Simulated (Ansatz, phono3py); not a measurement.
# KCl (Sylvite, Fm-3m): thermal conductivity with phono3py, part 4 of 5

The second- and third-order constants of KCl (Sylvite) come from an earlier supercell run; what does phono3py make of them?

Experimental results on record:
- thermal conductivity 7.1 W/m/K near room temperature (given in “Combining the AFLOW GIBBS and Elastic Libraries to efficiently and robustly screen thermo-mechanical properties of solids”, 2017, arXiv:1611.05714)
- thermal conductivity 7.1 W/m/K near room temperature (given in “Predicting the lattice thermal conductivity of solids by solving the Boltzmann transport equation: AFLOW - AAPL an automated, accurate and efficient framework”, 2017, arXiv:1611.05481)

phono3py 4.10.0; DFT LDA, scalar-relativistic, plane waves, PAW; phono3py on Ansatz's force constants.

So far, κ at 300 K (W/m/K): step 2 (relaxation-time solution) 10.3; step 13 (boundary mean free path 1 micrometre) 9.99; step 14 (q-mesh of the transport sums 13×13×13, solver LBTE) 13.9; step 15 (solver RTA with coherences (SMM19)) 10.4; step 16 (delta function Gaussian, sigma 0.03 THz) 10.8.

## 17. Gaussian smearing, third order supercell 3×3×3, supercell 6×6×6 (run 2)

A Gaussian replaces the tetrahedron method for energy conservation; its width must match the mesh.

Contents of phono3py.yaml:

```yaml
phono3py:
  version: "4.10.0"
  frequency_unit_conversion_factor: 15.633302
  symmetry_tolerance: 1.00000e-05

physical_unit:
  atomic_mass: "AMU"
  length: "angstrom"

space_group:
  type: "Fm-3m"
  number: 225
  Hall_symbol: "-F 4 2 3"

primitive_matrix:
- [  1.000000000000000,  0.000000000000000,  0.000000000000000 ]
- [  0.000000000000000,  1.000000000000000,  0.000000000000000 ]
- [  0.000000000000000,  0.000000000000000,  1.000000000000000 ]

supercell_matrix:
- [   3,   0,   0 ]
- [   0,   3,   0 ]
- [   0,   0,   3 ]

# [primitive_cell block left out]
unit_cell:
  lattice:
  - [     0.000000000000000,     3.038503376300000,     3.038503376300000 ] # a
  - [     3.038503376300000,     0.000000000000000,     3.038503376300000 ] # b
  - [     3.038503376300000,     3.038503376300000,     0.000000000000000 ] # c
  points:
  - symbol: K # 1
    coordinates: [  0.000000000000000,  0.000000000000000,  0.000000000000000 ]
    mass: 39.098300
    reduced_to: 1
  - symbol: Cl # 2
    coordinates: [  0.500000000000000,  0.500000000000000,  0.500000000000000 ]
    mass: 35.450000
    reduced_to: 2

# [supercell block left out]
phonon_supercell_matrix:
- [   6,   0,   0 ]
- [   0,   6,   0 ]
- [   0,   0,   6 ]

# [phonon_primitive_cell block left out]
# [phonon_supercell block left out]
nac:
  born_effective_charge:
  - # 1 (K)
    - [  1.109170126599619,  0.000000000000000,  0.000000000000000 ]
    - [  0.000000000000000,  1.109170126599619,  0.000000000000000 ]
    - [  0.000000000000000,  0.000000000000000,  1.109170126599619 ]
  - # 2 (Cl)
    - [ -1.109170126599619,  0.000000000000000,  0.000000000000000 ]
    - [  0.000000000000000, -1.109170126599619,  0.000000000000000 ]
    - [  0.000000000000000,  0.000000000000000, -1.109170126599619 ]
  dielectric_constant:
    - [  2.508022372554948,  0.000000000000000,  0.000000000000000 ]
    - [  0.000000000000000,  2.508022372554948,  0.000000000000000 ]
    - [  0.000000000000000,  0.000000000000000,  2.508022372554948 ]
  unit_conversion_factor: 14.399645
```

On the command line:

```sh
phono3py phono3py.yaml --mesh 17 17 17 --br --isotope --sigma 0.1 --ts 100 300 600
```

The log of the run:

```text
[banner, memory and clock lines left out]
Rust backend (phonors) using rayon (4 threads).
Running in phono3py.load mode.
Spglib version 2.8.0
----------------------------- General settings -----------------------------
Run mode: conductivity-RTA
HDF5 data compression filter: gzip
Crystal structure was read from "phono3py.yaml".
Supercell (dim): [3 3 3]
Phonon supercell (dim-fc2): [6 6 6]
Primitive matrix:
  [1. 0. 0.]
  [0. 1. 0.]
  [0. 0. 1.]
Spacegroup: Fm-3m (225)
Use -v option to watch primitive cell, unit cell, and supercell structures.
[...]
5.039   (   0.000    1.522    0.263)    1.545
   5.041   (  -0.000   -1.366    2.926)    3.229
=================== End of collection of collisions ===================
----------- Thermal conductivity (W/m-k) for sigma=0.1 -----------
#  T(K)        xx         yy         zz         yz         xz         xy
  100.0      29.293     29.293     29.293     -0.000     -0.000      0.000
  300.0      10.329     10.329     10.329     -0.000     -0.000      0.000
  600.0       5.269      5.269      5.269     -0.000     -0.000      0.000

Thermal conductivity related properties and sigma 0.1
were written into "kappa-m171717-s0.1.hdf5".
Summary of calculation was written in "phono3py.yaml".
```

Run time: 25 s. Hardware: 4 threads of Arm Neoverse V1, shared host; peak memory 0.25 GiB; 86 s of CPU time.

Numbers from this step:

| Item | Value |
| --- | --- |
| κ at 300 K | 10.33 W/m/K |
| κ xx, yy, zz at 300 K | 10.33, 10.33, 10.33 W/m/K |

With a width of 0.1 THz κ at 300 K is 10.3 W/(m K), +0.5 % from the tetrahedron value.

For the κ at 300 K, step 16 gave 10.8 W/m/K; this run, with sigma 0.1 THz, gives 10.3 W/m/K (-4 %).

## 18. Two-phonon phase space, third order supercell 3×3×3, supercell 6×6×6

The two-phonon density of states counts the channels open to a mode, without matrix elements.

phono3py.yaml is that of step 17.

On the command line:

```sh
phono3py phono3py.yaml --mesh 21 21 21 --jdos --gp 0 --num-freq-points 80
```

The log of the run:

```text
[banner, memory and clock lines left out]
Rust backend (phonors) using rayon (4 threads).
Running in phono3py.load mode.
Spglib version 2.8.0
----------------------------- General settings -----------------------------
Run mode: jdos
HDF5 data compression filter: gzip
Crystal structure was read from "phono3py.yaml".
Supercell (dim): [3 3 3]
Phonon supercell (dim-fc2): [6 6 6]
Primitive matrix:
  [1. 0. 0.]
  [0. 1. 0.]
  [0. 0. 1.]
Spacegroup: Fm-3m (225)
Use -v option to watch primitive cell, unit cell, and supercell structures.
NAC parameters were read from "phono3py.yaml".
fc3 was read from "fc3.hdf5".
fc2 was read from "fc2.hdf5".
----------------------------- Force constants ------------------------------
Max drift of fc3: 0.00000000 (zzz) 0.00000000 (zzz) 0.00000000 (zzz)
Max drift of fc2: -0.00000000 (xx) -0.00000000 (xx)
--------------------------- Calculation settings ---------------------------
Non-analytical term correction (NAC): True
NAC unit conversion factor:  14.39964
BZ integration: Tetrahedron-method
Cutoff frequency: 0.01
Number of frequency sampling points: 80
Mesh sampling: [ 21 21 21 ]
Generating grid system ... [ 21 21 21 ]
  PRB 50, 13035(R) (1994), PRB 55, 10355 (1997)
  G-cutoff distance: 1.08, Number of G-points: 307, Lambda: 0.18
--------------------------------- Joint DOS ---------------------------------
Running harmonic phonon calculations...
======================= Grid point 0 (1/1) =======================
q-point: ( 0.00  0.00  0.00)
Number of triplets: 286
Frequency
  -0.000
   0.000
   0.000
   4.833
   4.833
   4.833
Tetrahedron method is used.
Calculations at 80 frequency points are divided into 8 batches.
1/8: [ 1  2  3  4  5  6  7  8  9 10]
2/8: [11 12 13 14 15 16 17 18 19 20]
3/8: [21 22 23 24 25 26 27 28 29 30]
4/8: [31 32 33 34 35 36 37 38 39 40]
5/8: [41 42 43 44 45 46 47 48 49 50]
6/8: [51 52 53 54 55 56 57 58 59 60]
7/8: [61 62 63 64 65 66 67 68 69 70]
8/8: [71 72 73 74 75 76 77 78 79 80]
JDOS is written into "jdos-m212121-g0.dat".
```

Elapsed: 3.9 s, on 4 threads; peak memory 0.25 GiB.

The joint density of states at Gamma has structure finer than the step of the table below, so its rows give means over 0.5 THz, whole bins alone (the curve runs from 0 to 13.3 THz). Peaks (THz: height): absorption class 0.34: 12.7; decay class 6.92: 9.59, 7.93: 10.5, 9.61: 6.67.

The joint density of states at Gamma by frequency; means over each step:

| frequency (THz) | absorption class (1/THz) | decay class (1/THz) |
| --- | --- | --- |
| 0.5 | 11.9 | 0.00783 |
| 1.0 | 11.0 | 0.0402 |
| 1.5 | 10.3 | 0.0963 |
| 2.0 | 7.73 | 0.182 |
| 2.5 | 5.79 | 0.307 |
| 3.0 | 4.41 | 0.503 |
| 3.5 | 2.18 | 0.834 |
| 4.0 | 0.975 | 1.03 |
| 4.5 | 0.458 | 1.20 |
| 5.0 | 0.263 | 1.90 |
| 5.5 | 0.155 | 3.56 |
| 6.0 | 0.0651 | 4.59 |
| 6.5 | 0.00566 | 6.06 |
| 7.0 | 0 | 8.88 |
| 7.5 | 0 | 7.73 |
| 8.0 | 0 | 9.08 |
| 8.5 | 0 | 6.43 |
| 9.0 | 0 | 5.50 |
| 9.5 | 0 | 6.30 |
| 10.0 | 0 | 4.64 |
| 10.5 | 0 | 1.13 |
| 11.0 | 0 | 0.676 |
| 11.5 | 0 | 0.227 |
| 12.0 | 0 | 0.109 |
| 12.5 | 0 | 0.0791 |
| 13.0 | 0 | 0.0434 |

## 19. Without the dipole term, third order supercell 3×3×3, supercell 6×6×6

Dropping the dipole term tests how much its part of the interpolation matters for κ.

phono3py.yaml is that of step 18.

On the command line:

```sh
phono3py phono3py.yaml --mesh 17 17 17 --br --isotope --nonac --ts 100 300 600
```

The log of the run:

```text
Rust backend (phonors) using rayon (4 threads).
Running in phono3py.load mode.
Spglib version 2.8.0
----------------------------- General settings -----------------------------
Run mode: conductivity-RTA
HDF5 data compression filter: gzip
Crystal structure was read from "phono3py.yaml".
Supercell (dim): [3 3 3]
Phonon supercell (dim-fc2): [6 6 6]
Primitive matrix:
  [1. 0. 0.]
  [0. 1. 0.]
  [0. 0. 1.]
Spacegroup: Fm-3m (225)
Use -v option to watch primitive cell, unit cell, and supercell structures.
fc3 was read from "fc3.hdf5".
fc2 was read from "fc2.hdf5".
----------------------------- Force constants ------------------------------
Max drift of fc3: 0.00000000 (zzz) 0.00000000 (zzz) 0.00000000 (zzz)
Max drift of fc2: -0.00000000 (xx) -0.00000000 (xx)
--------------------------- Calculation settings ---------------------------
BZ integration: Tetrahedron-method
Temperature:  100.0  300.0  600.0
Cutoff frequency: 0.01
Mesh sampling: [ 17 17 17 ]
Generating grid system ... [ 17 17 17 ]
fc3-r2q-transformation over three atoms: True
--------------------------- Phonon calculations ----------------------------
Running harmonic phonon calculations...
-------------------- Lattice thermal conductivity (RTA) --------------------
Running heat capacity calculations...
Running velocity calculations...
Running isotope scattering calculations with tetrahedron method...
======================= Grid point 0 (1/165) =======================
q-point: ( 0.00  0.00  0.00)
Boundary mean free path (millimeter): 1000.000
Mass variance parameters: 1.64e-04 5.83e-04
Number of triplets: 165
Frequency     group velocity (x, y, z)     |gv|
   0.000   (   0.000    0.000    0.000)    0.000
   0.000   (   0.000    0.000    0.000)    0.000
   0.000   (   0.000    0.000    0.000)    0.000
   4.833   (   0.000    0.000    0.000)    0.000
   4.833   (   0.000    0.000    0.000)    0.000
   4.833   (   0.000    0.000    0.000)    0.000
======================= Grid point 1 (2/165) =======================
q-point: ( 0.06  0.00  0.00)
Boundary mean free path (millimeter): 1000.000
Mass variance parameters: 1.64e-04 5.83e-04
Number of triplets: 489
Frequency     group velocity (x, y, z)     |gv|
   0.503   ( -17.159   17.159   17.159)   29.721
   0.503   ( -17.159   17.159   17.159)   29.721
   0.644   ( -22.127   22.127   22.127)   38.326
   4.823   (   0.814   -0.814   -0.814)    1.410
   4.823   (   0.814   -0.814   -0.814)    1.410
   5.237   ( -24.547   24.547   24.547)   42.517
[162 grid points left out]
======================= Grid point 1322 (165/165) =======================
q-point: ( 0.71  0.47  0.24)
Boundary mean free path (millimeter): 1000.000
Mass variance parameters: 1.64e-04 5.83e-04
Number of triplets: 1305
Frequency     group velocity (x, y, z)     |gv|
   2.459   (   0.000   13.711    1.542)   13.798
   2.641   (  -0.000  -13.778   -8.248)   16.058
   3.801   (   0.000   25.417    0.278)   25.418
   4.116   (   0.000  -21.579   -1.736)   21.649
   5.042   (  -0.000    1.646    0.490)    1.717
   5.045   (   0.000   -1.317    2.929)    3.211
=================== End of collection of collisions ===================
----------- Thermal conductivity (W/m-k) with tetrahedron method -----------
#  T(K)        xx         yy         zz         yz         xz         xy
  100.0      29.294     29.294     29.294     -0.000     -0.000      0.000
  300.0      10.285     10.285     10.285     -0.000     -0.000      0.000
  600.0       5.242      5.242      5.242     -0.000     -0.000      0.000

Thermal conductivity related properties were written into
"kappa-m171717.hdf5".
Summary of calculation was written in "phono3py.yaml".
```

Wall time 29 s (4 threads); peak memory 0.25 GiB.

Numbers from this step:

```
κ at 300 K            : 10.29 W/m/K
κ xx, yy, zz at 300 K : 10.29, 10.29, 10.29 W/m/K
```

W/m/K. Kappa, by row:

| T (K) | xx | yy | zz | yz | xz | xy |
| --- | --- | --- | --- | --- | --- | --- |
| 100 | 29.29 | 29.29 | 29.29 | 0 | 0 | 0 |
| 300 | 10.29 | 10.29 | 10.29 | 0 | 0 | 0 |
| 600 | 5.242 | 5.242 | 5.242 | 0 | 0 | 0 |

κ at 300 K goes from 10.3 to 10.3 W/(m K). Only the interpolation between the solved wavevectors changes, and the fewer these are, the more it matters.

## 20. A changed mass, third order supercell 3×3×3, supercell 6×6×6

Changing one mass at fixed force constants separates the effect of mass from that of bonding.

phono3py.yaml is that of step 19.

On the command line:

```sh
phono3py phono3py.yaml --mesh 17 17 17 --br --mass 39.098 17.725 --ts 100 300 600
```

The log of the run:

```text
[banner, memory and clock lines left out]
Rust backend (phonors) using rayon (4 threads).
Running in phono3py.load mode.
Spglib version 2.8.0
----------------------------- General settings -----------------------------
Run mode: conductivity-RTA
HDF5 data compression filter: gzip
Crystal structure was read from "phono3py.yaml".
Supercell (dim): [3 3 3]
Phonon supercell (dim-fc2): [6 6 6]
Primitive matrix:
  [1. 0. 0.]
  [0. 1. 0.]
  [0. 0. 1.]
Spacegroup: Fm-3m (225)
Use -v option to watch primitive cell, unit cell, and supercell structures.
NAC parameters were read from "phono3py.yaml".
fc3 was read from "fc3.hdf5".
fc2 was read from "fc2.hdf5".
----------------------------- Force constants ------------------------------
Max drift of fc3: 0.00000000 (zzz) 0.00000000 (zzz) 0.00000000 (zzz)
Max drift of fc2: -0.00000000 (xx) -0.00000000 (xx)
--------------------------- Calculation settings ---------------------------
Non-analytical term correction (NAC): True
NAC unit conversion factor:  14.39964
BZ integration: Tetrahedron-method
Temperature:  100.0  300.0  600.0
Cutoff frequency: 0.01
Mesh sampling: [ 17 17 17 ]
Generating grid system ... [ 17 17 17 ]
fc3-r2q-transformation over three atoms: True
--------------------------- Phonon calculations ----------------------------
  PRB 50, 13035(R) (1994), PRB 55, 10355 (1997)
  G-cutoff distance: 1.08, Number of G-points: 307, Lambda: 0.18
Running harmonic phonon calculations...
-------------------- Lattice thermal conductivity (RTA) --------------------
Running heat capacity calculations...
Running velocity calculations...
======================= Grid point 0 (1/165) =======================
q-point: ( 0.00  0.00  0.00)
Boundary mean free path (millimeter): 1000.000
Number of triplets: 165
Frequency     group velocity (x, y, z)     |gv|
   0.000   (   0.000    0.000    0.000)    0.000
   0.000   (   0.000    0.000    0.000)    0.000
   0.000   (   0.000    0.000    0.000)    0.000
   5.968   (   0.000    0.000    0.000)    0.000
   5.968   (   0.000    0.000    0.000)    0.000
   5.968   (   0.000    0.000    0.000)    0.000
======================= Grid point 1 (2/165) =======================
q-point: ( 0.06  0.00  0.00)
Boundary mean free path (millimeter): 1000.000
Number of triplets: 489
Frequency     group velocity (x, y, z)     |gv|
   0.570   ( -19.504   19.504   19.504)   33.782
   0.570   ( -19.504   19.504   19.504)   33.782
   0.740   ( -25.388   25.388   25.388)   43.973
   5.953   (   0.981   -0.981   -0.981)    1.700
   5.953   (   0.981   -0.981   -0.981)    1.700
   8.175   (   2.032   -2.032   -2.032)    3.519
[162 grid points left out]
======================= Grid point 1322 (165/165) =======================
q-point: ( 0.71  0.47  0.24)
Boundary mean free path (millimeter): 1000.000
Number of triplets: 1305
Frequency     group velocity (x, y, z)     |gv|
   2.826   (  -0.000   14.847    1.755)   14.950
   3.005   (   0.000  -13.600   -6.387)   15.026
   3.863   (  -0.000    7.540   -2.420)    7.919
   5.699   (   0.000   -3.349    0.701)    3.421
   6.292   (   0.000    2.937    0.406)    2.965
   6.317   (  -0.000   -2.806    1.036)    2.991
=================== End of collection of collisions ===================
----------- Thermal conductivity (W/m-k) with tetrahedron method -----------
#  T(K)        xx         yy         zz         yz         xz         xy
  100.0      28.779     28.779     28.779     -0.000     -0.000      0.000
  300.0       8.106      8.106      8.106     -0.000     -0.000      0.000
  600.0       3.988      3.988      3.988     -0.000     -0.000      0.000

Thermal conductivity related properties were written into
"kappa-m171717.hdf5".
Summary of calculation was written in "phono3py.yaml".
```

Wall time 26 s (4 threads); peak memory 0.25 GiB; 91 s of CPU time.

This step gave:

- κ at 300 K: 8.106 W/m/K
- κ xx, yy, zz at 300 K: 8.106, 8.106, 8.106 W/m/K

W/m/K. Kappa, by row:

| T (K) | xx | yy | zz | yz | xz | xy |
| --- | --- | --- | --- | --- | --- | --- |
| 100 | 28.78 | 28.78 | 28.78 | 0 | 0 | 0 |
| 300 | 8.106 | 8.106 | 8.106 | 0 | 0 | 0 |
| 600 | 3.988 | 3.988 | 3.988 | 0 | 0 | 0 |

Without isotope scattering in either run, κ at 300 K goes from 10.7 to 8.11 W/(m K).

(Part 4 of 5 ends here.)

[Logs are printed without paths, hosts, clocks, repeated set-up lines and the standing remarks that a program may print on its own settings, such as how far it seeks lower states.]

[Hosts, paths, dates, database ids (printed as entryN), source tags and the programs' standing remarks are cut or masked in the printed files.]

[A step with changed settings may run another functional than the one named; its input shows which.]
